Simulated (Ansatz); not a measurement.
# Cl on Ag(111): change of the work function, part 2 of 3

How does Cl on the fcc site change the work function of Ag(111) as the layer fills?

Ansatz 0.2.0; plane-wave DFT, PBE, Ansatz PAW.

So far, work function, upper face (eV): step 2 (the clean slab) 4.47.

## (3) The covered slab, k-mesh 6×6×1, coverage 0.25 ML

System of this step: Cl/Ag(111). The cell holds 17 atoms: 16 Ag and 1 Cl. Its edges and angles: a = 5.784 Å, b = 5.784 Å, c = 27.081 Å, α = 90.0°, β = 90.0°, γ = 60.0°. Vacuum lies along c.

The clean slab as it ended is repeated in the plane and the adsorbate is set on one face; the cell's size fixes the coverage, and the k-mesh shrinks with it to keep the sampling density about even. Adsorbate and upper layers relax, since the dipole depends on the height.

Input file input.yaml:

```yaml
crystal:
  lattice:
    - [5.7841334702, 1.0e-10, 0.0]
    - [2.892066735, 5.0092065241, 0.0]
    - [0.0, 0.0, 27.0807276842]
  atoms:
    - { symbol: Ag, position: [0.0, 0.0, 0.3323396662] }
    - { symbol: Ag, position: [0.1666666667, 0.1666666667, 0.4195368283] }
    - { symbol: Ag, position: [0.3333333333, 0.3333333333, 0.5077427456] }
    - { symbol: Ag, position: [0.0, 0.0, 0.5967801695] }
    - { symbol: Ag, position: [0.0, 0.5, 0.3323396662] }
    - { symbol: Ag, position: [0.1666666667, 0.6666666667, 0.4195368283] }
    - { symbol: Ag, position: [0.3333333333, 0.8333333333, 0.5077427456] }
    - { symbol: Ag, position: [0.0, 0.5, 0.5967801695] }
    - { symbol: Ag, position: [0.5, 0.0, 0.3323396662] }
    - { symbol: Ag, position: [0.6666666667, 0.1666666667, 0.4195368283] }
    - { symbol: Ag, position: [0.8333333333, 0.3333333333, 0.5077427456] }
    - { symbol: Ag, position: [0.5, 0.0, 0.5967801695] }
    - { symbol: Ag, position: [0.5, 0.5, 0.3323396662] }
    - { symbol: Ag, position: [0.6666666667, 0.6666666667, 0.4195368283] }
    - { symbol: Ag, position: [0.8333333333, 0.8333333333, 0.5077427456] }
    - { symbol: Ag, position: [0.5, 0.5, 0.5967801695] }
    - { symbol: Cl, position: [0.1666666667, 0.1666666667, 0.6676603338] }
kpoints:
  mp_grid: { grid: [6, 6, 1] }
hamiltonian:
  xc: pbe
scf:
  occupations: { method: fermi_dirac, width: 0.1 }
  convergence: { dr2_threshold: 1.0e-08 }
efield:
  axis: 3
  dipole_correction: true
  ramp_position: 0.97
  ramp_width: 0.06
relax:
  f_tol: 0.02
  max_steps: 60
  constraints: [{ sites: [0, 1, 4, 5, 8, 9, 12, 13] }]
output:
  dos: { projected: true, e_range: [-8, 4] }
  write_potential: true
  write_density: true
  volumetric_format: npy
  elf: true
```

On the command line:

```bash
> ansatz run input.yaml --threads 4 --pin off --max-ram 6144MiB --backend cpu --events-out ev --progress --plain --runs-dir out
```

Numbers of over 12 decimals in the logs are rounded to 6 here.

Output:

```text
[...]
Crystal: 17 atoms, lattice volume = 784.635 Å³
Basis set: ecut = 420 eV, 15379 PW (Γ), exchange–correlation on 80×80×384 points (8 copies of the dense FFT grid, shifted against one another)
Bands: 187, of which v1, the nominal top of the filled ones, is band 156 counted from 1 (155 counted from 0)
Symmetry: 6 space group operations
[...]
k-points: 7 of 36 (time reversal used)
[...]
SCF iter   1: F=—  HF=-122526.970296 eV  |F-HF|=—  |Δ(HF+E_count)|=         —  Δρ=1.56e-3  dr2=2.34e-1  ethr=1.77e-3  p=-0.154 e·Å  D=-3.54e-2 V/Å  ΔV_dip=0.96 eV  dr2_dipole=6.94e-2  V_vac-E_F(+/−)=5.34/4.39 eV  ⟨swp⟩=6.6  Hψ=5190  notcnv=0  defer=103
[...]
SCF iter   9: F=-122526.981786 eV  HF=-122526.981786 eV  |F-HF|=9.52e-9  |Δ(HF+E_count)|=   1.62e-8  Δρ=4.52e-7  dr2=1.95e-9  ethr=3.22e-12  p=-0.128 e·Å  D=-2.95e-2 V/Å  ΔV_dip=0.80 eV  dr2_dipole=2.12e-10  V_vac-E_F(+/−)=5.28/4.48 eV  ⟨swp⟩=17.7  Hψ=9839  notcnv=0
SCF 1 converged in 9 iterations: F = -122526.981786 eV  dr2 = 1.95e-9
[...]
relax step   1: F+E_penalty+E_count = -122526.98178552 eV  Δ(F+E_penalty+E_count) = +0.000e0 eV  max|allowed force component| = 9.298e-1 eV/Å  Δτ_max = 0.0000 Å  (9 SCF iters, accepted)
[...]
SCF iter   8: F=-122527.060183 eV  HF=-122527.060183 eV  |F-HF|=4.88e-8  |Δ(HF+E_count)|=   1.56e-7  Δρ=1.15e-6  dr2=7.92e-9  ethr=3.22e-12  p=-0.169 e·Å  D=-3.90e-2 V/Å  ΔV_dip=1.06 eV  dr2_dipole=3.29e-12  V_vac-E_F(+/−)=5.55/4.49 eV  ⟨swp⟩=14.6  Hψ=9814  notcnv=0
SCF 2 converged in 8 iterations: F = -122527.060183 eV  dr2 = 7.92e-9
relax step   2: F+E_penalty+E_count = -122527.06018278 eV  Δ(F+E_penalty+E_count) = -7.840e-2 eV  max|allowed force component| = 2.374e-1 eV/Å  Δτ_max = 0.1332 Å  (8 SCF iters, accepted)
SCF iter   1: F=—  HF=-122527.076978 eV  |F-HF|=—  |Δ(HF+E_count)|=         —  Δρ=6.20e-4  dr2=4.22e-3  ethr=3.70e-5  p=-0.169 e·Å  D=-3.90e-2 V/Å  ΔV_dip=1.06 eV  dr2_dipole=9.37e-4  V_vac-E_F(+/−)=5.55/4.50 eV  ⟨swp⟩=3.0  Hψ=2401  notcnv=0  defer=134
[...]
SCF iter   7: F=-122527.076753 eV  HF=-122527.076753 eV  |F-HF|=2.13e-8  |Δ(HF+E_count)|=   1.20e-7  Δρ=8.93e-7  dr2=7.39e-9  ethr=3.22e-12  p=-0.178 e·Å  D=-4.10e-2 V/Å  ΔV_dip=1.11 eV  dr2_dipole=2.11e-11  V_vac-E_F(+/−)=5.60/4.49 eV  ⟨swp⟩=14.1  Hψ=9421  notcnv=0
SCF 3 converged in 7 iterations: F = -122527.076753 eV  dr2 = 7.39e-9
relax step   3: F+E_penalty+E_count = -122527.07675305 eV  Δ(F+E_penalty+E_count) = -1.657e-2 eV  max|allowed force component| = 4.566e-2 eV/Å  Δτ_max = 0.0417 Å  (7 SCF iters, accepted)
SCF iter   1: F=—  HF=-122527.076814 eV  |F-HF|=—  |Δ(HF+E_count)|=         —  Δρ=1.54e-4  dr2=5.10e-4  ethr=6.68e-7  p=-0.178 e·Å  D=-4.10e-2 V/Å  ΔV_dip=1.11 eV  dr2_dipole=1.53e-4  V_vac-E_F(+/−)=5.60/4.49 eV  ⟨swp⟩=3.0  Hψ=2834  notcnv=0  defer=131
[...]
SCF iter   6: F=-122527.077331 eV  HF=-122527.077331 eV  |F-HF|=1.68e-8  |Δ(HF+E_count)|=   8.61e-8  Δρ=1.03e-6  dr2=7.06e-9  ethr=3.22e-12  p=-0.181 e·Å  D=-4.18e-2 V/Å  ΔV_dip=1.13 eV  dr2_dipole=1.24e-11  V_vac-E_F(+/−)=5.62/4.49 eV  ⟨swp⟩=12.0  Hψ=8920  notcnv=0
SCF 4 converged in 6 iterations: F = -122527.077331 eV  dr2 = 7.06e-9
relax step   4: F+E_penalty+E_count = -122527.07733068 eV  Δ(F+E_penalty+E_count) = -5.776e-4 eV  max|allowed force component| = 8.808e-3 eV/Å  Δτ_max = 0.0072 Å  (6 SCF iters, accepted)
NSCF: frozen V_eff on 7 k-points
[...]
WARN: The output density's exchange-correlation potential varies sharply where the density is thin. Do not read a vacuum level from v_tot or v_xc, or from such a field of the output density. On a cell that repeats whose density bears no net charge and no dipole along the vacuum's axis use v_es (v_loc + v_h of the components); under efield.dipole_correction with no amplitude use v_es + v_field, which holds any externa [...]
SCF converged after 6 iterations
Free energy (F): -122527.077331 eV
[...]
Internal energy: -122526.920651 eV  (E = F + TS)
E sigma→0 (E₀):  -122526.998991 eV
Entropy (-TS):   -0.156680 eV (-9.216 meV/atom)
Fermi energy:    3.015139 eV
Dipole field:    D = -0.041770 V/Å  (p = -0.181120 e·Å, saw-weighted, corrected)
Work function:   Φ+ = 5.6230 eV   Φ− = 4.4918 eV
[...]
--- Forces (eV/Å), atoms counted from 1 ---
  atom   1  Ag    -0.00044303    -0.00025579    -0.15944363
  atom   2  Ag     0.00000000    -0.00000000     0.11763102
  atom   3  Ag     0.00179831     0.00103826    -0.00063781
  atom   4  Ag    -0.00513772    -0.00296626    -0.00323537
  atom   5  Ag    -0.00000000     0.00051157    -0.15944363
  atom   6  Ag    -0.04697585     0.02712152     0.16897435
  atom   7  Ag     0.00000000    -0.00207651    -0.00063781
  atom   8  Ag    -0.00000000     0.00593253    -0.00323537
  atom   9  Ag     0.00044303    -0.00025579    -0.15944363
  atom  10  Ag     0.00000000    -0.05424304     0.16897435
  atom  11  Ag    -0.00179831     0.00103826    -0.00063781
  atom  12  Ag     0.00513772    -0.00296626    -0.00323537
  atom  13  Ag     0.00000000    -0.00000000    -0.14504318
  atom  14  Ag     0.04697585     0.02712152     0.16897435
  atom  15  Ag    -0.00000000     0.00000000    -0.00151170
  atom  16  Ag    -0.00000000     0.00000000     0.00311917
  atom  17  Cl     0.00000000    -0.00000000     0.00880769
  max |Σ_I F_I| component: 2.44e-5 eV/Å
--- Band table (eV; the first three rows and the last of 7) ---
  k-point 0: bands = [... 152 lower, 3.2139, 3.2167, 3.2167, 3.6457, 3.9743, 3.9743, 4.1040, 4.4871, ... 27 higher]
  k-point 1: bands = [... 152 lower, 2.5173, 2.7562, 2.9958, 3.0450, 3.6941, 3.6964, 4.0011, 4.3213, ... 27 higher]
  k-point 2: bands = [... 152 lower, 1.5580, 2.7699, 2.8076, 2.9697, 3.3208, 3.5919, 3.8101, 4.8392, ... 27 higher]
  k-point 6: bands = [... 152 lower, 1.0010, 1.3253, 2.3991, 2.4289, 2.9037, 4.5496, 4.6325, 5.0585, ... 27 higher]
--- Relaxed structure (4 steps of the walk, 4 accepted, 0 SCFs on fresh bases) ---
  F+E_penalty+E_count = -122527.07733068 eV   max|allowed force component| = 8.808e-3 eV/Å
  atoms:
[...]
- { symbol: Ag, position: [0.166667, 0.166667, 0.419537] }
    - { symbol: Ag, position: [0.332367, 0.332367, 0.507482] }
    - { symbol: Ag, position: [-0.00232107, -0.00232107, 0.597650] }
    - { symbol: Ag, position: [0.0, 0.500000, 0.332340] }
    - { symbol: Ag, position: [0.166667, 0.666667, 0.419537] }
    - { symbol: Ag, position: [0.332367, 0.835266, 0.507482] }
    - { symbol: Ag, position: [-0.00232107, 0.504642, 0.597650] }
    - { symbol: Ag, position: [0.5, -1.7959490104895715e-17, 0.332340] }
    - { symbol: Ag, position: [0.666667, 0.166667, 0.419537] }
    - { symbol: Ag, position: [0.835266, 0.332367, 0.507482] }
    - { symbol: Ag, position: [0.504642, -0.00232107, 0.597650] }
    - { symbol: Ag, position: [0.500000, 0.500000, 0.332340] }
    - { symbol: Ag, position: [0.666667, 0.666667, 0.419537] }
    - { symbol: Ag, position: [0.833333, 0.833333, 0.510516] }
    - { symbol: Ag, position: [0.500000, 0.500000, 0.593201] }
    - { symbol: Cl, position: [0.166667, 0.166667, 0.672685] }
```

It took 3.3 min on 4 threads of Arm Neoverse N1, shared host; peak memory 3.4 GiB; 13 min of CPU time.

This run has no spin polarisation although its electron count is odd.

Step by step:

```
step  energy less that of the first step (eV)  largest force component (eV/Å)
   1                                   0.0000                          0.9298
   2                                  -0.0784                          0.2374
   3                                  -0.0950                          0.0457
   4                                  -0.0955                          0.0088
```

The run keeps the 6 symmetry operations that it works with, so distortions that break them were not tested.

The atoms that moved most (Å):

```csv
atom,dx,dy,dz,length
Cl17,0.000,0.000,0.136,0.136
Ag16,0.000,0.000,-0.097,0.097
Ag15,0.000,0.000,0.075,0.075
Ag4,-0.020,-0.012,0.024,0.033
Ag12,0.020,-0.012,0.024,0.033
Ag8,0.000,0.023,0.024,0.033
Ag3,-0.008,-0.005,-0.007,0.012
Ag7,0.000,0.010,-0.007,0.012
```

Final coordinates:

```xyz
17
Lattice="5.7841 0.0000 0.0000 2.8921 5.0092 0.0000 0.0000 0.0000 27.0807" Properties=species:S:1:pos:R:3
Ag    0.0000    0.0000    9.0000
Ag    1.4460    0.8349   11.3614
Ag    2.8837    1.6649   13.7430
Ag   -0.0201   -0.0116   16.1848
Ag    1.4460    2.5046    9.0000
Ag    2.8921    3.3395   11.3614
Ag    4.3381    4.1840   13.7430
Ag    1.4460    2.5279   16.1848
Ag    2.8921    0.0000    9.0000
Ag    4.3381    0.8349   11.3614
Ag    5.7925    1.6649   13.7430
Ag    2.9122   -0.0116   16.1848
Ag    4.3381    2.5046    9.0000
Ag    5.7841    3.3395   11.3614
Ag    7.2302    4.1743   13.8252
Ag    4.3381    2.5046   16.0643
Cl    1.4460    0.8349   18.2168
```

Numbers from this step:

| Item | Value |
| --- | --- |
| energy at zero smearing | -122526.9990 eV |
| work function, upper face | 5.623 eV |
| work function, lower face | 4.492 eV |
| dipole along the normal | -0.1811 e·Å |
| step between the vacuum levels | 1.131 eV |

Running mean over 2.361 Å of the planar mean; the ramp of the sawtooth is left out. Table of electron's electrostatic potential energy less the Fermi level by z:

```csv
z (Å),electron's electrostatic potential energy less the Fermi level (eV)
4,4.49
5,4.49
6,4.42
7,3.53
8,-2.19
9,-5.78
10,-5.97
11,-6.01
12,-5.82
13,-5.76
14,-5.93
15,-5.74
16,-5.89
17,-4.03
18,1.53
19,3.65
20,5.35
21,5.61
22,5.62
23,5.62
```

The density of states has structure finer than the step of the table below, so its rows give means over 0.5 eV, whole bins alone (the curve runs from -8 to 1.98 eV). Peaks (eV: height): -5.26: 80.8, -4.99: 100, -4.75: 74.9, -4.57: 103, -4.30: 71.5, -3.04: 84.9, -2.89: 75.1.

Density of states against energy, zero at the Fermi level; means over each step:

```csv
energy (eV),density of states (states/eV a cell)
-7.5,0.0168
-7.0,1.11
-6.5,1.96
-6.0,24.9
-5.5,49.9
-5.0,41.0
-4.5,60.1
-4.0,48.8
-3.5,54.8
-3.0,50.8
-2.5,8.96
-2.0,6.56
-1.5,3.85
-1.0,3.88
-0.5,5.02
0.0,4.11
0.5,5.08
1.0,4.68
1.5,4.64
```

Projected DOS per atom over height of the atomic layer and energy from the Fermi level. Layers: Ag4 Ag4 Ag4 Ag4 Cl from below.

Ten even steps from '0' (0.00 states/eV) to '9' (3.93 states/eV), each cell a mean:
```
00000
00000
00000
00000
00000
00000
00000
00000
00002
00028
44442
98882
96782
96682
89993
55561
68761
26620
00000
00000
00000
00000
```
Columns: height of the atomic layer (Å) from 9 to 18.2 (not evenly spaced); rows upwards: energy from the Fermi level (eV) from -7.96 to 1.95.

Electrostatic potential energy in the ca plane at fractional y = 0.167, with atoms of Ag and Cl within 0.2 Å of it. With pseudopotentials it is smooth inside the atoms' cores, unlike the true potential.

Ten even steps from '0' (-33 eV) to '9' (8 eV), each cell a mean:
```
57898888998644688864578999999999999999999999
57898888998644688864578999999999999999999999
78887545788766889876789999999999999999999999
88874101589888899988899999999999999999999999
99862000379999999999999999999999999999999999
89872000489988999998899999999999999999999999
78885223688877899887789999999999999999999999
57888767898755788865678999999999999999999999
47899888998644688854578999999999999999999999
67888767898755788865678888899999999999999999
88885223688877899887888632489999999999999999
99872000479988999998898200059999999999999999
99862000379999999999997100049999999999999999
88874101589888899988888400179999999999999999
78887545788766889876788866799999999999999999
```
Columns run along c (16.0 Å, from fractional 0.34 to 0.93 of the cell; values clipped at the 3rd and 97th percentile), rows up along a (5.8 Å). Atoms in or near the plane, at fractional coordinates: Ag at (0.42, 0.17), Ag at (0.42, 0.67), Cl at (0.67, 0.17).

ELF in the ca plane at fractional y = 0.167, with atoms of Ag and Cl within 0.2 Å of it. It is the smooth field of the valence electrons, not physical close to the nuclei.

Ten even steps from '0' (0.00) to '9' (0.88), each cell a mean:
```
32111111112343211233321367764200000000000000
32111121112343211233321123331100000000000000
22112343211222211122221000000000000000000000
22124675322221111112211000000000000000000000
22225897422221111122211000000000000000000000
22125786422211111112211000000000000000000000
22113554211222111122221000000000000000000000
32112222211233211223321011111000000000000000
32211111112344211234321145543100000000000000
32112222211233211123212589875310000000000000
22123554211222211112114899997420000000000000
22125786422222111111127976998520000000000000
22225897422222111111127854898621000000000000
22124675322221111111126998998520000000000000
22112343211222211122213799986410000000000000
```
Columns run along c (16.0 Å, from fractional 0.34 to 0.93 of the cell), rows up along a (5.8 Å). Atoms in or near the plane, at fractional coordinates: Ag at (0.42, 0.17), Ag at (0.42, 0.67), Cl at (0.67, 0.17).

Valence density in the ca plane at fractional y = 0.167, with atoms of Ag and Cl within 0.2 Å of it. It is the smooth field of the valence electrons, not physical close to the nuclei.

Values in e/Å³, 8 rows by 16 columns, each cell a mean:
```
 1  0  0  0  1  0  1  1  0  0  0  0  0  0  0  0
 0  1  3  0  0  0  0  0  0  0  0  0  0  0  0  0
 0  3 13  1  0  0  0  0  0  0  0  0  0  0  0  0
 0  1  3  0  0  0  0  0  0  0  0  0  0  0  0  0
 1  0  0  0  1  0  1  1  0  0  0  0  0  0  0  0
 0  1  3  0  0  0  0  0  1  1  0  0  0  0  0  0
 0  3 13  1  0  0  0  0  1  1  0  0  0  0  0  0
 0  1  4  0  0  0  0  0  1  1  0  0  0  0  0  0
```
Columns run along c (16.0 Å, from fractional 0.34 to 0.93 of the cell), rows up along a (5.8 Å). Atoms in or near the plane, at fractional coordinates: Ag at (0.42, 0.17), Ag at (0.42, 0.67), Cl at (0.67, 0.17).

The relaxation took 4 steps and lowered the energy by 0.096 eV; the largest force on the free atoms ends at 0.0088 eV/Å.

By hand: a sheet of dipoles makes a step −p/(ε₀A) in the electron's potential. With e/ε₀ = 180.95 V·Å, p = -0.1811 e·Å and A = 28.97 Å², that is −180.95 × (-0.1811) / 28.97 = +1.131 eV, and the two vacuum levels of the run differ by +1.131 eV.

The covered face has 5.62 eV, +1.15 eV against the clean one; the bare back face has moved by +0.04 eV, a measure of how thin the slab is.

(Part 2 of 3 ends here.)

[Logs are printed without paths, hosts, clocks, repeated set-up lines and the standing remarks that a program may print on its own settings, such as how far it seeks lower states.]

[Hosts, paths, dates, database ids (printed as entryN), source tags and the programs' standing remarks are cut or masked in the printed files.]

[Maps of the electrostatic potential energy from Ansatz leave out the sawtooth potential of an applied field or a dipole correction, so their vacuum need not be flat; planar profiles and work functions include it.]
